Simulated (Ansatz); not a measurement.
# Phonons of TiGaSn in the AlB2 type, part 2 of 3

Question: is the lattice of TiGaSn in the AlB2 type stable, and if so, what are its coupling constant and resistivity?

Ansatz 0.2.0; DFT PBE, scalar-relativistic, plane waves, PAW; PAW set soft_1.

So far. Step 2 (Relaxing cell and atoms): The largest force is now zero by symmetry and the largest stress component 0.0065 GPa. Step 3 (Relaxation): The largest force is now zero by symmetry and the largest stress component 0.027 GPa. The relaxed cell has a = 4.824, c = 2.843 Å (conventional setting).

The structure was built from a prototype and need not be the compound's stable phase.

### 4. Relaxing tightly for phonons

No force is left; the cell is relaxed once more with another smearing and tight thresholds.

File input.yaml:

```yaml
crystal:
  lattice:
    - [4.8239981065, 0.0, 0.0]
    - [-2.4119990532, 4.177704908, 0.0]
    - [0.0, 0.0, 2.843415745]
  atoms:
    - { symbol: Ti, position: [0.0, 0.0, 0.0] }
    - { symbol: Ga, position: [0.3333333333, 0.6666666667, 0.5] }
    - { symbol: Sn, position: [0.6666666667, 0.3333333333, 0.5] }
kpoints:
  mp_grid: { grid: [6, 6, 10] }
hamiltonian:
  xc: pbe
  pseudopotentials: { kind: paw, azcp: { folder: soft_1 } }
scf:
  occupations: { method: methfessel_paxton, width: 0.2 }
output:
  forces: true
  stress: true
  eigenvalues: true
relax:
  adjacent_minimum: "off"
  f_tol: 0.001
  max_steps: 60
  cell: { stress_tol: 0.01 }
```

Run with:

```sh
ansatz run input.yaml --threads 4 --pin off --max-ram 12288MiB --backend cpu --events-out ev --progress --plain --runs-dir out
```

Numbers of over 12 decimals in the logs are rounded to 6 here.

The program printed:

```text
[the first part of the log is left out]
  E_vxc        = -282.266889  (∫ρ·V_xc dr)
  E_paw        = -7401.743285  (= ΣΔE_a)
  E_vpaw       = -901.293848  (= ΣTr[D̂ρ^β])
  E_aug_tail   = 0.000025  (compensation charges beyond the density's cutoff)
  E_ewald      = -3943.349651
  E_smearing   = -0.006612  (= −TS)
  E_closure    = 0.000000  (closes the sum)
  Σ components = -12307.037943   (vs F -12307.037943, Δ=0.00e0)
[...]
--- Stress (GPa, compression-positive) ---
       -0.002190      -0.000000       0.000000
        0.000000      -0.002190       0.000000
        0.000000       0.000000      -0.009769
  P = ⅓ Tr σ = -0.0047 GPa (-0.047 kbar)
--- Band table (eV; the first three rows and the last of 42) ---
[...]
--- Relaxed structure (2 steps of the walk, 2 accepted, 1 SCFs on fresh bases) ---
[...]
cell:  # Å, volume = 57.3087 Å³
    - [4.823814, -2.8866524741492636e-11, 0.0]
    - [-2.411907, 4.177546, 0.0]
    - [0.0, 0.0, 2.843863]
  atoms:
    - { symbol: Ti, position: [0, 0, 0.0] }
    - { symbol: Ga, position: [0.333333, 0.666667, 0.5] }
    - { symbol: Sn, position: [0.666667, 0.333333, 0.5] }
```

Elapsed: 4.7 s, on 4 threads of INTEL XEON PLATINUM 8581C at 2.10GHz (Emerald Rapids), shared host; peak memory 0.5 GiB.

Little changed from the start: no atom moved by 0.005 Å and no cell edge by 0.1 %.

This step gave:

- pressure: -0.004716 GPa

The largest force is now zero by symmetry and the largest stress component 0.0098 GPa, small enough for phonons.

### 5. Phonons: q 2×2×2, k 4×4×6

Couplings are defined for a stable lattice alone, so phonons come first.

File input.yaml:

```yaml
crystal:
  lattice:
    - [4.8238142487, 0.0, 0.0]
    - [-2.4119071243, 4.1775456825, 0.0]
    - [0.0, 0.0, 2.8438627013]
  atoms:
    - { symbol: Ti, position: [0.0, 0.0, 0.0] }
    - { symbol: Ga, position: [0.3333333333, 0.6666666667, 0.5] }
    - { symbol: Sn, position: [0.6666666667, 0.3333333333, 0.5] }
kpoints:
  mp_grid: { grid: [4, 4, 6] }
hamiltonian:
  xc: pbe
  pseudopotentials: { kind: paw, azcp: { folder: soft_1 } }
scf:
  occupations: { method: methfessel_paxton, width: 0.2 }
output:
  eigenvalues: true
phonons:
  method: dfpt
  qmesh: [2, 2, 2]
  temperatures: { t_max: 1000, t_step: 50 }
  qpath:
    path:
      - [[0.0, 0.0, 0.0], [0.5, 0.0, 0.0], [0.33333333, 0.33333333, 0.0], [0.0, 0.0, 0.0], [0.0, 0.0, 0.5], [0.5, 0.0, 0.5], [0.33333333, 0.33333333, 0.5], [0.0, 0.0, 0.5]]
      - [[0.5, 0.0, 0.5], [0.5, 0.0, 0.0]]
      - [[0.33333333, 0.33333333, 0.5], [0.33333333, 0.33333333, 0.0]]
    npoints: 10
```

The program printed:

```text
[...]
Crystal: 3 atoms, lattice volume = 57.309 Å³
Basis set: ecut = 420 eV, 1125 PW (Γ), exchange–correlation on 72×72×40 points (8 copies of the dense FFT grid, shifted against one another)
Bands: 24, of which v1, the nominal top of the filled ones, is band 20 counted from 1 (19 counted from 0)
Symmetry: 12 space group operations
k-points: 16 of 96 (time reversal used)
[...]
SCF iter   1: F=—  HF=-12308.233598 eV  |F-HF|=—  |Δ(HF+E_count)|=         —  Δρ=7.02e-2  dr2=7.30e0  ethr=3.10e-3  ⟨swp⟩=4.9  Hψ=1455  notcnv=0
[...]
SCF iter   3: F=—  HF=-12307.153845 eV  |F-HF|=—  |Δ(HF+E_count)|=   5.60e-1  S|Δr|=    0.00e0  Δρ=2.03e-2  dr2=1.51e-1  ethr=3.10e-3  ⟨swp⟩=5.6  Hψ=2496  notcnv=0
automatic band count: the SCF goes on with 28 bands, as 24 were too few: they end inside the smearing window of the response
SCF iter   4: F=—  HF=-12307.034486 eV  |F-HF|=—  |Δ(HF+E_count)|=   1.19e-1  S|Δr|=    0.00e0  Δρ=6.95e-3  dr2=1.90e-2  ethr=3.86e-4  ⟨swp⟩=2.0  Hψ=849  notcnv=0  defer=31
[...]
SCF iter  11: F=-12307.026380 eV  HF=-12307.026380 eV  |F-HF|=5.46e-12  |Δ(HF+E_count)|=  1.27e-11  S|Δr|=    0.00e0  Δρ=1.26e-7  dr2=5.34e-12  ethr=1.00e-12  ⟨swp⟩=9.6  Hψ=2413  notcnv=0
SCF 1 converged in 11 iterations: F = -12307.026380 eV  dr2 = 5.34e-12
[...]
phonons: the bands overlap, so this run is a metal and interpolates without the dipole-dipole term. If the crystal is really an insulator or semiconductor, its LO-TO splitting is missing
NSCF: frozen V_eff on 16 k-points
[...]
DFPT response loops at q = (0, 0, 0) (fractional): preconditioner auto → Kerker (q_TF=auto, 2.559 Å⁻¹) (partly filled bands, converged f_vac=0.000); β = 1.00, the filter's whole step (`scf.mixing.beta` (0.50) is not read by the response loops under this deck's `scf.mixing.preconditioner`; to damp them name `kerker` or `kerker_dos`, under which they read `scf.mixing.beta`, and type it under 1.00, their step now; both keys bind the ground state too); Broyden in place of MSR1
[...]
SCF converged after 11 iterations
Stability not checked: this state was not tested for a lower state beside it, because cold or Methfessel-Paxton smearing, or corrected tetrahedra, fill the levels in a way that the test cannot read (fill_not_monotonic; see scf.lower_state_search)
Free energy (F): -12307.026380 eV
[...]
Internal energy: -12307.008803 eV  (E = F + TS)
E sigma→0 (E₀):  -12307.021985 eV
Entropy (-TS):   -0.017577 eV (-5.859 meV/atom)
Fermi energy:    12.918674 eV
[...]
--- Band table (eV; the first three rows and the last of 16) ---
  k-point 0: bands = [... 16 lower, 9.3506, 9.3506, 11.6946, 12.9543, 12.9543, 14.9163, 14.9163, 15.6952, ... 4 higher]
  k-point 1: bands = [... 16 lower, 9.8770, 9.8770, 12.2075, 12.6079, 12.6079, 15.4752, 15.4752, 15.6125, ... 4 higher]
  k-point 2: bands = [... 16 lower, 10.9468, 11.3118, 11.3118, 12.0471, 12.0471, 15.0097, 15.0097, 15.1001, ... 4 higher]
  k-point 15: bands = [... 16 lower, 8.6501, 10.5488, 10.7555, 13.2040, 13.6806, 13.8753, 14.4060, 14.6009, ... 4 higher]
--- Phonons (Γ-DFPT): 6 representative perturbations + reference (Σ response iterations 18) ---
  ASR residual: 7.992e-5 → 0.000e0 eV/Å²; symmetrization residual: 8.668e-6 eV/Å²
  ASR residual per site (eV/Å²): 7.99e-5 4.42e-5 3.69e-5
  Γ frequencies (cm⁻¹): 0.00 0.00 0.00 42.52 95.35 95.35 131.05 147.35 147.35
--- Phonons (arbitrary-q DFPT): 4 irreducible q on the 2×2×2 mesh ---
  q = [0.0000, 0.0000, 0.0000] (star 1, of the zone-centre solve; hermiticity 3.71e-6, symmetrization 3.52e-10): -0.00 -0.00 0.00 42.52 95.35 95.35 131.05 147.35 147.35
  q = [0.0000, 0.0000, -0.5000] (star 1, 6 solved perturbations in 132 linear systems a pass and spin channel, the states on 28 of 96 k-point pairs; hermiticity 7.63e-7, symmetrization 1.04e-7): 69.18 69.18 98.12 121.24 160.50 160.50 187.34 187.34 207.87
  q = [0.0000, -0.5000, 0.0000] (star 3, 9 solved perturbations on 28 of 96 k-point pairs; hermiticity 1.61e-6, symmetrization 2.85e-10): -50.14 49.94 59.44 74.70 88.21 112.47 129.12 155.18 175.53
[...]
sum rule: each row above includes the acoustic sum rule's correction from the zone centre's row sums; it moved no ω² by more than (0.67 cm⁻¹)²
  mesh force constants: q→R imaginary residual 1.48e-17; ASR residual 7.992e-5 → 0.000e0 eV/Å²; symmetrization residual 7.105e-15 eV/Å²
  interpolated dispersion: 93 rows × 9 modes
  density of states and harmonic sums: on the 16×16×22 q-mesh, interpolated from the force constants of a 2×2×2 supercell (no non-analytic term)
  largest difference from the sums on the solved wave vectors: F 5.91e-3 eV, S 1.66e-5 and C_V 1.07e-5 eV/K
  zero-point energy: 0.063472 eV/cell   skipped modes (ω ≤ 0): 215, of them read as no rigid motion or as one in doubt: 212 (6.248e-1 modes/cell left out, lowest -50.29 cm⁻¹)   left out of the sums: 6.95e-2 of the cell's modes: C_V's classical limit lies that fraction below 3 k_B per atom; for a crystal, a wire or a layer, F and S can be off by more, and a phonons.interpolated_qmesh denser along its periods is the remedy for the sampling
```

Run time: 24 s. Hardware: 4 threads; peak memory 0.61 GiB; 86 s of CPU time.

Numbers from this step:

| Property | Result |
| --- | --- |
| share of imaginary modes in the plain interpolation between solved wavevectors | 0.0706 |
| highest frequency, solved or plainly interpolated | 220.9 cm⁻¹ |

Solved on the 2×2×2 mesh alone; all other wavevectors are interpolated. The phonon branches at the labelled points (cm⁻¹):

| point | branch 1 | branch 2 | branch 3 | branch 4 | branch 5 | branch 6 | branch 7 | branch 8 | branch 9 |
| --- | --- | --- | --- | --- | --- | --- | --- | --- | --- |
| Γ | 0 | 0 | 0 | 42 | 95 | 95 | 131 | 147 | 147 |
| halfway | -44 | 42 | 48 | 56 | 91 | 108 | 130 | 152 | 161 |
| M | -50 | 50 | 59 | 75 | 88 | 112 | 129 | 155 | 176 |
| halfway | -38 | 51 | 60 | 63 | 101 | 114 | 130 | 152 | 175 |
| K | -16 | 52 | 60 | 61 | 96 | 130 | 131 | 143 | 174 |
| halfway | -45 | 45 | 50 | 58 | 101 | 102 | 130 | 152 | 164 |
| Γ | 0 | 0 | 0 | 42 | 95 | 95 | 131 | 147 | 147 |
| halfway | 55 | 55 | 85 | 106 | 140 | 140 | 158 | 160 | 160 |
| A | 69 | 69 | 98 | 121 | 160 | 160 | 187 | 187 | 208 |
| halfway | 51 | 76 | 102 | 148 | 161 | 163 | 163 | 165 | 218 |
| L | 26 | 59 | 83 | 128 | 152 | 155 | 168 | 196 | 221 |
| halfway | -25 | 56 | 97 | 115 | 143 | 162 | 172 | 200 | 219 |
| H | -39 | 50 | 104 | 110 | 133 | 166 | 174 | 205 | 218 |
| halfway | 39 | 84 | 94 | 147 | 150 | 164 | 166 | 172 | 219 |
| A | 69 | 69 | 98 | 121 | 160 | 160 | 187 | 187 | 208 |
| jump to L | 26 | 59 | 83 | 128 | 152 | 155 | 168 | 196 | 221 |
| halfway | -19 | 44 | 85 | 99 | 121 | 152 | 167 | 174 | 176 |
| M | -50 | 50 | 59 | 75 | 88 | 112 | 129 | 155 | 176 |
| jump to H | -39 | 50 | 104 | 110 | 133 | 166 | 174 | 205 | 218 |
| halfway | -31 | 23 | 84 | 108 | 131 | 150 | 167 | 170 | 179 |
| K | -16 | 52 | 60 | 61 | 96 | 130 | 131 | 143 | 174 |

The phonon branches as a text plot (rows in cm⁻¹):

```
    215 |                         *************  *       *
    204 |                      ***      ***    ** *      ***
    193 |                     * *    ***   *    ** *       *
    181 |                      * **         *  *  ***       **
    170 |   *********        **   *************  ************ ***
    159 |  * ***     **    ** ***********    *****   **** ** *
    147 |****   ************ *     *****   ***   ******     *****
    136 |*             **** *        *  *** *      *   * **** ***
    125 | *************    *    ***   **   *  ****  *   *    **
    114 |   *****            ***  *     **    *   **   *****   *
    102 | **   ** ****** **** **** *    ***  * **   **   ** **  *
     91 |**** *  *     **    *      *  *   **        ****  *  *
     80 |    **             *      ****     **   **** ***   ** *
     68 |   *  *   **     **  *****  *     *  ***             ***
     57 |    *********      **    *   *** *   *  **    **       *
     46 |********  *********       **    *   *     ********     *
     34 | **          *              *                     *   *
     23 | *            * **           *     *    **         ***
     12 |*               *             *           *
      1 |               *
    -11 |*                                 *
    -22 |        **    *                            *         ***
    -33 | *     *  *  *                 ***          **  *****
    -45 |  *****    **                                 **
         Γ    M  K      Γ       A     L  H     A|L     M|H      K
```

Lowest modes at the softest wavevector of the mesh. The modes at q = (0.500, 0.500, 0.000) (shares of kinetic energy by element, %) (negative means imaginary):

| mode | frequency (cm⁻¹) | Ti % | Ga % | Sn % |
| --- | --- | --- | --- | --- |
| 1 | -50.1 | 35 | 13 | 52 |
| 2 | 49.9 | 1 | 88 | 11 |
| 3 | 59.4 | 1 | 11 | 88 |
| 4 | 74.7 | 47 | 49 | 4 |
| 5 | 88.2 | 2 | 42 | 56 |
| 6 | 112.5 | 97 | 0 | 3 |

Displacements in mode 1 (-50.1 cm⁻¹), the largest set to 1, in the home cell:
```
Ti1 -0.58 -1.00  0.00
Ga2  0.30  0.51  0.00
Sn3 -0.45 -0.78  0.00
```

Displacements in mode 5 (88.2 cm⁻¹), the largest set to 1, in the home cell:
```
Ti1 -0.27  0.15  0.00
Ga2 -1.00  0.58  0.00
Sn3 -0.88  0.51  0.00
```

Among the solved wavevectors the lowest mode, translations apart, is -50.1 cm⁻¹, imaginary.

(Continued in part 3 of 3.)

[Logs are printed without paths, hosts, clocks, repeated set-up lines and the standing remarks that a program may print on its own settings, such as how far it seeks lower states.]

[Hosts, paths, dates, database ids (printed as entryN), source tags and the programs' standing remarks are cut or masked in the printed files.]
